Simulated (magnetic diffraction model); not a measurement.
**Solving a magnetic structure from powder neutron data: PrCd2Ni9**

Space group R-3m (no. 166), a = 4.8350 Å, c = 23.3190 Å.

```
site  atom       x       y       z
  3a    Pr       0       0       0
  6c    Cd     1/3     2/3  0.8075
 18h    Ni  0.3210  0.1605  0.7534
  3b    Ni     2/3     1/3     5/6
  6c    Ni     2/3     1/3  0.6672
```

The compound is invented for this exercise: a known structure type with other elements, its cell scaled to their sizes and not relaxed.

Only Pr is taken to order (form factors of Pr3+); orders and moment sizes are assumed, and not adapted to the symmetry. Radiation: neutrons of λ = 1.594 Å (absorption by Cd left out), 5° to 60°; isotropic B of 0.41 Å² (Pr), 0.37 Å² (Cd) and 0.35 Å² (Ni). Simulated constant-wavelength pattern: nuclear and magnetic terms add, the magnetic one as |2.695 fm × Σ f S⊥ exp(2πi Q·r) exp(−B s²)|², summed over all Q at one angle with the factor 1/(sin²θ cos θ). For collinear order S is the moment m, which repeats by lattice and centring translations R with the sign exp(−2πi k·R). Free-ion form factors, Sears's scattering lengths of 1992, no absorption; a label names one of the reflections at its angle. The strongest nuclear line in the range is 100, and lines under 0.2 are left out.

Above the ordering temperature:

```csv
2θ (°),index,I
11.77,(0 0 3),0.3
22.30,(1 0 1),35.1
23.34,(0 1 2),4.4
23.67,(0 0 6),6.5
27.11,(1 0 4),3.4
35.60,(1 0 7),1.2
35.83,(0 0 9),4.5
38.50,(1 1 0),11.4
38.92,(0 1 8),8.7
40.40,(1 1 3),1.9
44.94,(0 2 1),25.1
45.51,(2 0 2),13.1
45.69,(1 1 6),100.0
46.06,(1 0 10),5.5
47.72,(0 2 4),19.6
48.43,(0 0 12),33.8
49.33,(2 0 5),65.2
49.85,(0 1 11),21.8
53.44,(0 2 7),30.6
53.60,(1 1 9),2.0
55.90,(2 0 8),0.8
57.81,(1 0 13),5.2
```

Below it (cell unchanged):

```csv
2θ (°),I
11.61,2.5
11.77,0.3
13.46,2.0
18.98,0.3
19.18,1.1
22.30,35.1
22.39,0.8
22.56,0.8
23.34,4.4
23.67,6.5
27.11,3.4
29.44,0.5
29.84,0.4
30.25,0.5
30.51,0.6
33.18,0.3
33.30,0.4
33.66,0.3
35.32,0.5
35.43,0.4
35.60,1.2
35.83,4.5
38.50,11.4
38.92,8.7
40.40,1.9
40.65,0.3
40.85,0.4
41.16,0.3
41.56,0.2
43.64,0.3
44.94,25.1
45.51,13.1
45.69,100.0
46.06,5.5
47.72,19.6
48.43,33.8
```
(The table stops after 36 lines; 11 more lie at higher angle.)

**Question.** Check that the new lines index with k = (1/2 1/2 0), then choose among these models:
A. collinear moments along [120], 2.7 μB on Pr
B. collinear moments along [101], 2.7 μB on Pr
C. collinear moments along [001], 2.7 μB on Pr

The new lines index as (1/2 -1/2 1) at 11.61°, (-1/2 1/2 2) at 13.46°, (1/2 -1/2 4) at 19.18° and (1/2 1/2 3) at 22.39°, that is as H ± k with k = (1/2 1/2 0), one of 3 inequivalent arms of its star (k and −k counted as one), which a powder can't tell apart. Half indices mean that the moments reverse under translations with k·R a half-integer, and the magnetic cell has twice the primitive volume.

Magnetic intensity, observed (below minus above) and for each model:

| 2θ (°) | index | observed | A | B | C |
| --- | --- | --- | --- | --- | --- |
| 11.61 | (1/2 -1/2 1) | 2.5 | 2.5 | 2.5 | 2.9 |
| 13.46 | (-1/2 1/2 2) | 2.0 | 2.0 | 2.0 | 1.6 |
| 18.98 | (1/2 1/2 0) | 0.3 | 0.3 | 1.2 | 1.2 |
| 19.18 | (1/2 -1/2 4) | 1.1 | 1.1 | 0.2 | 0.4 |
| 22.39 | (1/2 1/2 3) | 0.8 | 0.8 | 1.2 | 1.2 |
| 22.56 | (-1/2 1/2 5) | 0.8 | 0.8 | 0.3 | <0.2 |
| 29.44 | (-1/2 3/2 1) | 0.5 | 0.5 | 0.9 | 0.9 |
| 30.25 | (3/2 -1/2 2) | 0.5 | 0.5 | 0.7 | 0.8 |

Model A matches.

The structure used: k = (1/2 1/2 0), collinear moments along [120], 2.7 μB on Pr.

[Logs are printed without paths, hosts, clocks, repeated set-up lines and the standing remarks that a program may print on its own settings, such as how far it seeks lower states.]
